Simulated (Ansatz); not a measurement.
# Calculated records

```json
{"subject": "BaH2 (Pnma): band gap by G0W0 on HSE06", "lattice_ang": [[6.792, 0.0, 0.0], [0.0, 4.168, 0.0], [0.0, 0.0, 7.858]], "atoms": [["Ba", 0.2603, 0.25, 0.8886], ["Ba", 0.2397, 0.75, 0.3886], ["Ba", 0.7603, 0.25, 0.6114], ["Ba", 0.7397, 0.75, 0.1114], ["H", 0.043, 0.25, 0.174], ["H", 0.457, 0.75, 0.674], ["H", 0.543, 0.25, 0.326], ["H", 0.957, 0.75, 0.826], ["H", 0.646, 0.25, 0.9135], ["H", 0.854, 0.75, 0.4135], ["H", 0.146, 0.25, 0.5865], ["H", 0.354, 0.75, 0.0865]], "method": "G0W0 on HSE06, plane waves, PAW; PAW set soft_1 (and 1 further level or step)", "program": "Ansatz 0.2.0", "settings_of_one_run": "cutoff 420 eV, 2×4×2 k-mesh, PAW set soft 1, empty bands 1022, screening cutoff 160 eV, screening contour deformation, QP bands (v4, c4)", "cost": "2 runs, 3.3 min in all on 1 × NVIDIA H100 80GB HBM3 (shared by 6 runs) with 3 threads of AMD EPYC 7R13 (Zen 3), shared host (the runs of this entry)", "notes": "In doubt: masses and optical values from hybrid runs of this build are listed as unsure (in some of the runs), which bears on the screening that GW takes from such a start. The cell and positions come from the Crystallography Open Database and are kept as given unless a step says otherwise. Limits: no spin-orbit coupling.", "results": {"hse06_gap_over_mesh_and_listed_points": "3.901 eV, from k = Γ to k = (0.500, 0.350, 0.000)", "g0w0_hse06_gap_over_11_of_12_irreducible_mesh_points": "5.258 eV, from k = Γ to k = (-0.500, 0.250, 0.000)", "gw_settings": "2×4×2 mesh, 1022 empty bands, screening to 160 eV, PAW set soft_1 files", "known_limits": "finite bands, screening cutoff and k mesh; no spin-orbit coupling in G0W0"}}
```

[Paths, hosts, dates, memory and timing lines, banners, echoed tables and standing remarks are left out of the program output.]

[Logs are printed without paths, hosts, clocks, repeated set-up lines and the standing remarks that a program may print on its own settings, such as how far it seeks lower states.]

[Runs of the session that timed out or met a known fault of the program may be left out.]

[Cells called generated may have been cut or substituted from an entry of the Crystallography Open Database or the Materials Project.]

[Hosts, paths, dates, database ids (printed as entryN), source tags and the programs' standing remarks are cut or masked in the printed files.]
